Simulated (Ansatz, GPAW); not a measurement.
# A 4-layer slab of W(100): work function by functional and basis, part 2 of 2

Aim: the work function of both faces of a 4-layer slab of W(100), and its spread over functionals and bases.

GPAW 26.7.0 and Ansatz 0.2.0; GPAW, PAW setups; slab in vacuum (the session's first sound run).

So far, upper work function (eV): step 2 (relaxing the atoms, PBE, GPAW) 4.10; step 4 (self-consistent run: xc = "LDA") 4.39; step 5 (OptPBE vdW: xc = "optPBE-vdW", GPAW, PAW setups, GPAW) 4.32; step 6 (self-consistent run: xc = "vdW-DF2", GPAW, PAW setups, GPAW) 4.49; step 7 (real-space grid: mode = "fd", PBE, GPAW) 4.10.

## Step 8: Atomic orbitals: mode = "lcao"

Atom-centred orbitals end a few angstrom from the surface, which tests how much the density's tail matters.

Input file run.py:

```python
import json
import numpy as np
from ase import Atoms
from gpaw import GPAW

slab = Atoms(
    ['W', 'W', 'W', 'W'],
    positions=[
        [1.58000, 1.58000, 7.00000],
        [0.00000, 0.00000, 8.58000],
        [1.58000, 1.58000, 10.25842],
        [-0.00000, -0.00000, 11.66702]],
    cell=[[3.16, 0.0, 0.0], [0.0, 3.16, 0.0], [0.0, 0.0, 18.74]],
    pbc=[True, True, False])

slab.calc = GPAW(mode='lcao', basis='dzp', h=0.18, xc='PBE', kpts={'size': (10, 10, 1), 'gamma': True},
                 occupations={'name': 'fermi-dirac', 'width': 0.1}, nbands='120%',
                 convergence={'density': 1e-05}, maxiter=200,
                 poissonsolver={'dipolelayer': 'xy'},
                 symmetry={'tolerance': 1e-3}, txt='slab.txt')
result = {}
energy = slab.get_potential_energy()
fermi = slab.calc.get_fermi_level()
v = slab.calc.get_electrostatic_potential().mean((0, 1)) - fermi
n = slab.calc.get_pseudo_density().mean((0, 1))
L = slab.cell[2, 2]
z = np.arange(len(v)) * L / len(v)
low, high = slab.positions[:, 2].min(), slab.positions[:, 2].max()
below, above = np.interp([low - 4.8, high + 4.8], z, v)
slopes = [np.interp(x, z, np.gradient(v, z)) for x in (low - 4.8, high + 4.8)]
eps = np.array([[slab.calc.get_eigenvalues(k, s) for k in range(len(slab.calc.get_ibz_k_points()))]
                for s in range(slab.calc.get_number_of_spins())]) - fermi
top, bottom = eps[eps < 0].max(), eps[eps > 0].min()
dipole = slab.get_dipole_moment()[2]
print(f'energy {energy:.4f} eV, Fermi level {fermi:.4f} eV, dipole {dipole:.5f} e A')
print(f'potential 4.8 A off the faces, from the Fermi level: lower {below:.4f} eV, upper {above:.4f} eV')
print(f'slope of the potential there: lower {slopes[0]:.5f}, upper {slopes[1]:.5f} eV/A')
print(f'nearest levels on the mesh: {top:.4f} and {bottom:.4f} eV')
print('magnetic moment', round(slab.get_magnetic_moment(), 3))
result.update(energy=energy, fermi=fermi, dipole=dipole, below=below, above=above, slopes=slopes, edges=[top, bottom],
              z=z.tolist(), v=v.tolist(), n=n.tolist(), positions=slab.positions.tolist(),
              forces=slab.get_forces(apply_constraint=False).tolist(), moments=slab.get_magnetic_moments().tolist())
json.dump(result, open('result.json', 'w'))
```

The run is started by

```
OMP_NUM_THREADS=1 OPENBLAS_NUM_THREADS=1 python run.py
```

Numbers of over 12 decimals in the logs are rounded to 6 here.

The program printed:

```text
energy -39.8737 eV, Fermi level -4.1200 eV, dipole 0.00484 e A
potential 4.8 A off the faces, from the Fermi level: lower 4.1638 eV, upper 4.0760 eV
slope of the potential there: lower -0.00059, upper 0.00058 eV/A
nearest levels on the mesh: -0.0307 and 0.0058 eV
magnetic moment 0.0
```

Wall time 9.9 min (1 thread of Arm Neoverse V1, shared host); peak memory 0.34 GiB.

This step gave:

| Item | Value |
| --- | --- |
| dipole along the normal | 0.004842 e·Å |
| levels nearest the Fermi level on the mesh | -0.03070, 0.005849 eV from the Fermi level |
| upper work function | 4.076 eV |
| lower work function | 4.164 eV |

Electrostatic potential energy of an electron (without an applied field's), less the Fermi level, planar mean against z:

| z (Å) | electrostatic potential energy of an electron (without an applied field's), less the Fermi level, planar mean (eV) |
| --- | --- |
| 0.0 | 4.12 |
| 0.5 | 4.16 |
| 1.0 | 4.16 |
| 1.5 | 4.16 |
| 2.0 | 4.16 |
| 2.5 | 4.16 |
| 3.0 | 4.16 |
| 3.5 | 4.15 |
| 4.0 | 4.11 |
| 4.5 | 4.00 |
| 5.0 | 3.66 |
| 5.5 | 2.63 |
| 6.0 | -0.482 |
| 6.5 | -9.66 |
| 7.0 | -19.8 |
| 7.5 | -11.6 |
| 8.0 | -10.2 |
| 8.5 | -20.0 |
| 9.0 | -13.4 |
| 9.5 | -7.84 |
| 10.0 | -17.3 |
| 10.5 | -18.4 |
| 11.0 | -11.9 |
| 11.5 | -19.3 |
| 12.0 | -14.3 |
| 12.5 | -2.51 |
| 13.0 | 1.94 |
| 13.5 | 3.37 |
| 14.0 | 3.84 |
| 14.5 | 4.00 |
| 15.0 | 4.05 |
| 15.5 | 4.07 |
| 16.0 | 4.08 |
| 16.5 | 4.08 |
| 17.0 | 4.08 |
| 17.5 | 4.08 |
| 18.0 | 4.08 |
| 18.5 | 4.08 |

The upper face's work function is 4.076 eV, against 4.100 eV in the first plane-wave PBE run at this geometry.

## Step 9: Cost and result by level

Times are for 1 thread of Arm Neoverse V1, shared host. The runs compared:

| no. | run | upper work function (eV) | lower work function (eV) | time | memory (GiB) |
| --- | --- | --- | --- | --- | --- |
| 1 | pw | 4.100 | 4.182 | 84 s | 0.22 |
| 2 | LDA | 4.395 | 4.467 | 83 s | 0.22 |
| 3 | optPBE vdW | 4.320 | 4.386 | 94 s | 0.33 |
| 4 | vdW DF2 | 4.487 | 4.543 | 2 min | 0.33 |
| 5 | fd | 4.099 | 4.181 | 5.7 min | 0.77 |
| 6 | lcao | 4.076 | 4.164 | 9.9 min | 0.34 |

## Step 10: A second plane-wave code

A second program with its own datasets checks the number independently.

This step: Ansatz plane waves; slab in vacuum with a dipole correction; PAW set soft_1 (Ansatz 0.2.0).

Input file input.yaml:

```yaml
crystal:
  lattice:
    - [3.16, 0.0, 0.0]
    - [0.0, 3.16, 0.0]
    - [0.0, 0.0, 18.74]
  atoms:
    - { symbol: W, position: [0.5, 0.5, 0.3735325507] }
    - { symbol: W, position: [0.0, 0.0, 0.4578441836] }
    - { symbol: W, position: [0.5, 0.5, 0.5474075226] }
    - { symbol: W, position: [0.0, 0.0, 0.6225732733] }
kpoints:
  mp_grid: { grid: [10, 10, 1] }
hamiltonian:
  xc: pbe
  pseudopotentials: { kind: paw, azcp: { folder: soft_1 } }
scf:
  occupations: { method: fermi_dirac, width: 0.1 }
efield:
  axis: 3
  dipole_correction: true
  ramp_width: 0.05
output:
  forces: true
  write_potential: true
  write_density: true
  volumetric_format: npy
```

The run is started by

```
ansatz run input.yaml --threads 4 --pin off --max-ram 8192MiB --backend cpu --events-out ev --progress --plain --runs-dir out
```

The program printed:

```text
Engine: ansatz 0.2.0, aarch64-unknown-linux-gnu
Pseudopotentials: kind: paw
Pseudopotential: W, paw, valence charge 14, recommended cutoff 420 eV (normal), soft_1/W.paw.azcp
Functional definition: PBE
  parameter kappa = 0.804
  parameter beta = 0.066725
  exchange = pbe_x(kappa = kappa, mu = beta*pi^2/3)
  correlation = pbe_c(beta = beta)
Crystal: 4 atoms, lattice volume = 187.130 Å³
Basis set: ecut = 420 eV, 3695 PW (Γ), exchange–correlation on 48×48×256 points (8 copies of the dense FFT grid, shifted against one another)
Bands: 34, of which v1, the nominal top of the filled ones, is band 28 counted from 1 (27 counted from 0)
Symmetry: 8 space group operations
Space group: P4mm (ITA 99), of the structure as read, at distance tolerance 5.7e-5 Å
k-points: 21 of 100
Non-local potential: W, projectors of the file, l = 0: 3, l = 1: 2, l = 2: 2, l = 3: 1
PAW form: soft (Blöchl's): semilocal exchange-correlation on the pseudo side does not see the compensation charge
PAW one-centre angular grid: W, 590 points (default); XC on 64 Gauss nodes
Initial density: superposition of atomic densities (neutral atoms: chi_scale 0, normalization atom)
Initial wavefunctions: pseudopotential atomic-orbital guess
Functional: x = pbe(κ = 0.804, μ = 0.219515), c = pbe(β = 0.066725)
SCF iter   1: F=—  HF=-41542.029872 eV  |F-HF|=—  |Δ(HF+E_count)|=         —  Δρ=4.89e-2  dr2=2.81e1  ethr=3.10e-3  p=-0.000 e·Å  D=-5.62e-7 V/Å  ΔV_dip=0.00 eV  dr2_dipole=1.13e0  V_vac-E_F(+/−)=6.84/6.84 eV  ⟨swp⟩=8.0  Hψ=3480  notcnv=0
efield: sawtooth ramp at fractional position 0.9731 (placed from the atoms, in the widest stretch of the axis that holds none; the zero of the levels goes with the place), width 0.0500; the density the first Hamiltonian is built on has a dipole p = -0.000 e·Å; the dipole correction subtracts the counter field D = -5.62e-7 V/Å, which shifts the + side's vacuum level by +0.00 eV against the − side's; the planar-averaged density in the ramp window peaks in size at 6.8e-7 e/Å³
preconditioner: auto → LDOS  [metal: Δε(μ)=0.036 eV  Ē_g=4.868 eV  σ=0.100 eV  W_gap=0.09  n_scr=40 (ndim 8)  ℏωp=13.3 eV  f_vac=0.538  D(μ)=2.82/eV (n_scr^D=8)  β→1.0]
SCF iter   2: F=—  HF=-41542.669476 eV  |F-HF|=—  |Δ(HF+E_count)|=   6.40e-1  Δρ=5.97e-2  dr2=6.24e1  ethr=3.10e-3  p=0.044 e·Å  D=4.29e-2 V/Å  ΔV_dip=-0.80 eV  dr2_dipole=5.53e-2  V_vac-E_F(+/−)=1.48/2.28 eV  ⟨swp⟩=5.7  Hψ=2160  notcnv=0
SCF iter   3: F=—  HF=-41538.584825 eV  |F-HF|=—  |Δ(HF+E_count)|=    4.08e0  Δρ=8.51e-3  dr2=1.91e-1  ethr=3.10e-3  p=0.011 e·Å  D=1.09e-2 V/Å  ΔV_dip=-0.20 eV  dr2_dipole=2.65e-2  V_vac-E_F(+/−)=4.47/4.67 eV  ⟨swp⟩=4.4  Hψ=1830  notcnv=0
SCF iter   4: F=—  HF=-41538.581666 eV  |F-HF|=—  |Δ(HF+E_count)|=   3.16e-3  Δρ=2.82e-3  dr2=3.78e-2  ethr=3.41e-4  p=0.010 e·Å  D=9.49e-3 V/Å  ΔV_dip=-0.18 eV  dr2_dipole=2.16e-4  V_vac-E_F(+/−)=4.12/4.30 eV  ⟨swp⟩=2.3  Hψ=1272  notcnv=0
SCF iter   5: F=—  HF=-41538.582594 eV  |F-HF|=—  |Δ(HF+E_count)|=   9.28e-4  Δρ=1.21e-3  dr2=8.35e-3  ethr=6.75e-5  p=0.008 e·Å  D=7.83e-3 V/Å  ΔV_dip=-0.15 eV  dr2_dipole=4.16e-10  V_vac-E_F(+/−)=4.05/4.20 eV  ⟨swp⟩=2.2  Hψ=1065  notcnv=0
SCF iter   6: F=—  HF=-41538.582644 eV  |F-HF|=—  |Δ(HF+E_count)|=   4.98e-5  Δρ=3.43e-4  dr2=5.89e-4  ethr=1.49e-5  p=0.006 e·Å  D=5.95e-3 V/Å  ΔV_dip=-0.11 eV  dr2_dipole=4.39e-6  V_vac-E_F(+/−)=4.11/4.22 eV  ⟨swp⟩=2.0  Hψ=975  notcnv=0
SCF iter   7: F=—  HF=-41538.582706 eV  |F-HF|=—  |Δ(HF+E_count)|=   6.26e-5  Δρ=1.04e-4  dr2=8.37e-5  ethr=1.05e-6  p=0.005 e·Å  D=4.94e-3 V/Å  ΔV_dip=-0.09 eV  dr2_dipole=1.21e-7  V_vac-E_F(+/−)=4.10/4.19 eV  ⟨swp⟩=3.0  Hψ=1205  notcnv=0
SCF iter   8: F=—  HF=-41538.582691 eV  |F-HF|=—  |Δ(HF+E_count)|=   1.50e-5  Δρ=3.65e-5  dr2=1.12e-5  ethr=1.49e-7  p=0.005 e·Å  D=4.48e-3 V/Å  ΔV_dip=-0.08 eV  dr2_dipole=5.26e-8  V_vac-E_F(+/−)=4.10/4.18 eV  ⟨swp⟩=2.0  Hψ=858  notcnv=0
SCF iter   9: F=—  HF=-41538.582692 eV  |F-HF|=—  |Δ(HF+E_count)|=   3.59e-7  Δρ=1.16e-5  dr2=1.14e-6  ethr=2.00e-8  p=0.005 e·Å  D=4.37e-3 V/Å  ΔV_dip=-0.08 eV  dr2_dipole=3.31e-9  V_vac-E_F(+/−)=4.10/4.18 eV  ⟨swp⟩=2.1  Hψ=943  notcnv=0
SCF iter  10: F=-41538.582692 eV  HF=-41538.582692 eV  |F-HF|=7.52e-9  |Δ(HF+E_count)|=   1.23e-7  Δρ=2.61e-6  dr2=2.66e-8  ethr=1.79e-10  p=0.004 e·Å  D=4.35e-3 V/Å  ΔV_dip=-0.08 eV  dr2_dipole=6.48e-10  V_vac-E_F(+/−)=4.10/4.18 eV  ⟨swp⟩=13.3  Hψ=6673  notcnv=0
SCF 1 converged in 10 iterations: F = -41538.582692 eV  dr2 = 2.66e-8
  greatest PAW one-centre occupation: 0.999 electrons in one spin orbital (limit 2), on the W atom at site 2 (counted from 0), in its partial waves of l = 0
WARN: The output density's exchange-correlation potential varies sharply where the density is thin. Do not read a vacuum level from v_tot or v_xc, or from such a field of the output density. On a cell that repeats whose density bears no net charge and no dipole along the vacuum's axis use v_es (v_loc + v_h of the components); under efield.dipole_correction with no amplitude use v_es + v_field, which holds any externa [...]
SCF converged after 10 iterations
Free energy (F): -41538.582692 eV
Harris-Foulkes:  -41538.582692 eV  (|F-HF|=7.52e-9)
Internal energy: -41538.411401 eV  (E = F + TS)
E sigma→0 (E₀):  -41538.497046 eV
Entropy (-TS):   -0.171291 eV (-42.823 meV/atom)
Fermi energy:    4.900391 eV
Dipole field:    D = 0.004315 V/Å  (p = 0.004462 e·Å, saw-weighted, corrected)
Work function:   Φ+ = 4.0980 eV   Φ− = 4.1789 eV
Levels:          The Fermi level and band energies are counted from a zero that moves with the ramp; work functions are not
--- Per-component energies (eV) ---
  E_band       = -1289.169754
  E_kinetic    = 1678.849681
  E_local      = -41870.919471  (includes V_loc(G=0)·N_el)
  E_nonlocal   = -99.029379
  E_hartree    = 20283.906412
  E_xc         = -1063.925999
  E_vxc        = -916.163561  (∫ρ·V_xc dr)
  E_paw        = -34311.226627  (= ΣΔE_a)
  E_vpaw       = -649.719967  (= ΣTr[D̂ρ^β])
  E_aug_tail   = 0.000603  (compensation charges beyond the density's cutoff)
  E_efield     = 0.000010  (sawtooth field / dipole correction)
  E_vefield    = -0.010335  (∫n·V_field dr)
  E_ewald      = 13843.933370
  E_smearing   = -0.171291  (= −TS)
  E_closure    = 0.000000  (closes the sum)
  Σ components = -41538.582692   (vs F -41538.582692, Δ=0.00e0)
--- Forces (eV/Å), atoms counted from 1 ---
  atom   1  W      0.00000000    -0.00000000     1.76935072
  atom   2  W     -0.00000000     0.00000000    -1.74669835
  atom   3  W      0.00000000     0.00000000     0.00980038
  atom   4  W     -0.00000000    -0.00000000    -0.03250896
  max |Σ_I F_I| component: 5.62e-5 eV/Å
--- Band table (eV; the first three rows and the last of 21) ---
  k-point 0: bands = [... 24 lower, 4.2312, 4.3880, 4.5137, 4.7537, 4.7537, 4.7940, 5.7536, 6.1523, ... 2 higher]
  k-point 1: bands = [... 24 lower, 4.0554, 4.3054, 4.5355, 4.8091, 4.9323, 5.1356, 5.3110, 6.3281, ... 2 higher]
  k-point 2: bands = [... 24 lower, 3.4965, 4.1501, 4.3228, 4.8537, 4.9876, 5.4048, 5.6973, 6.1775, ... 2 higher]
  k-point 20: bands = [... 24 lower, 3.6482, 3.6482, 6.5371, 6.5371, 6.9337, 6.9414, 7.5499, 7.5499, ... 2 higher]
```

Run time: 5 s. Hardware: 4 threads; peak memory 0.55 GiB; 19 s of CPU time.

This step gave:

| Property | Result |
| --- | --- |
| free energy | -41538.5827 eV |
| smearing term TS | 0.1713 eV |
| symmetry operations | 8 |
| upper work function | 4.098 eV |
| lower work function | 4.179 eV |
| dipole along the normal | 0.004462 e·Å |
| dipole field | 0.004315 V/Å |
| vacuum level above | 8.998 eV |
| vacuum level below | 9.079 eV |

Table of electrostatic potential energy of an electron (with the applied field's), less the Fermi level, planar mean by z:

| z (Å) | electrostatic potential energy of an electron (with the applied field's), less the Fermi level, planar mean (eV) |
| --- | --- |
| 0 | 4.14 |
| 1 | 4.18 |
| 2 | 4.18 |
| 3 | 4.17 |
| 4 | 4.12 |
| 5 | 3.65 |
| 6 | -0.539 |
| 7 | -12.1 |
| 8 | -9.70 |
| 9 | -10.8 |
| 10 | -12.0 |
| 11 | -12.0 |
| 12 | -10.5 |
| 13 | 1.90 |
| 14 | 3.85 |
| 15 | 4.07 |
| 16 | 4.09 |
| 17 | 4.10 |
| 18 | 4.10 |

Table of valence density, planar mean by z:

| z (Å) | valence density, planar mean (e/Å³) |
| --- | --- |
| 2.5 | 5.6e-5 |
| 3.0 | 1.7e-4 |
| 3.5 | 5.2e-4 |
| 4.0 | 0.00157 |
| 4.5 | 0.00471 |
| 5.0 | 0.0140 |
| 5.5 | 0.0414 |
| 6.0 | 0.137 |
| 6.5 | 0.659 |
| 7.0 | 1.11 |
| 7.5 | 0.793 |
| 8.0 | 0.713 |
| 8.5 | 1.12 |
| 9.0 | 0.860 |
| 9.5 | 0.509 |
| 10.0 | 1.04 |
| 10.5 | 1.09 |
| 11.0 | 0.762 |
| 11.5 | 1.11 |
| 12.0 | 0.916 |
| 12.5 | 0.242 |
| 13.0 | 0.0593 |
| 13.5 | 0.0195 |
| 14.0 | 0.00655 |
| 14.5 | 0.00216 |
| 15.0 | 7.3e-4 |
| 15.5 | 2.4e-4 |
| 16.0 | 8.2e-5 |

Force by atom:

| atom | x (eV/Å) | y (eV/Å) | z (eV/Å) | size |
| --- | --- | --- | --- | --- |
| W1 | 0.00 | 0.00 | 1.77 | 1.77 |
| W2 | 0.00 | 0.00 | -1.75 | 1.75 |
| W3 | 0.00 | 0.00 | 0.01 | 0.01 |
| W4 | 0.00 | 0.00 | -0.03 | 0.03 |

The upper face's work function is 4.098 eV, against 4.100 eV in the first plane-wave PBE run at this geometry.

## Step 11: Side by side

Results and costs are gathered.

This step: comparison of work functions, dipole and cost; PAW set soft_1 (GPAW 26.7.0).

Ladder, by row:

| step | code | work function, upper (eV) | work function, lower (eV) | dipole (e Å) | wall time (s) | peak memory (GiB) | threads |
| --- | --- | --- | --- | --- | --- | --- | --- |
| pw | GPAW | 4.1 | 4.182 | 0.004595 | 84.26 | 0.22 | 1 |
| LDA | GPAW | 4.395 | 4.467 | 0.004046 | 82.52 | 0.22 | 1 |
| optPBE-vdW | GPAW | 4.32 | 4.386 | 0.003684 | 93.7 | 0.33 | 1 |
| vdW-DF2 | GPAW | 4.487 | 4.543 | 0.003134 | 122.4 | 0.33 | 1 |
| fd | GPAW | 4.099 | 4.181 | 0.004532 | 339.4 | 0.77 | 1 |
| lcao | GPAW | 4.076 | 4.164 | 0.004842 | 592.7 | 0.34 | 1 |
| ansatz | Ansatz | 4.098 | 4.179 | 0.004462 | 4.95 | 0.552 | 4 |

## Step 12: Outcome

| Property | Result |
| --- | --- |
| work function, upper and lower face | 4.100 and 4.182 eV |
| dipole along the normal | 0.00460 e Å |

What this shows: With plane waves and PBE the work function is 4.10 eV on the upper face and 4.18 eV on the lower. The two faces differ by 0.082 eV, the step that the slab's dipole makes (e p/(ε0 A) gives 0.083 eV), so the dipole layer is needed. The lowest atoms were held at bulk positions, which alone makes the faces unlike. Over the sound runs of the table the upper face's work function spans 4.076 (lcao) to 4.487 eV (vdW-DF2). The two plane-wave codes differ by 0.0020 eV on the upper face. The slab is only 4.7 Å thick between its outer nuclei, so the values belong to this film more than to the surface of the bulk metal. The in-plane lattice was kept as typed, which isn't the functional's own and leaves some strain; spin-orbit coupling and temperature are left out.

[Logs are printed without paths, hosts, clocks, repeated set-up lines and the standing remarks that a program may print on its own settings, such as how far it seeks lower states.]

[Hosts, paths, dates, database ids (printed as entryN), source tags and the programs' standing remarks are cut or masked in the printed files.]
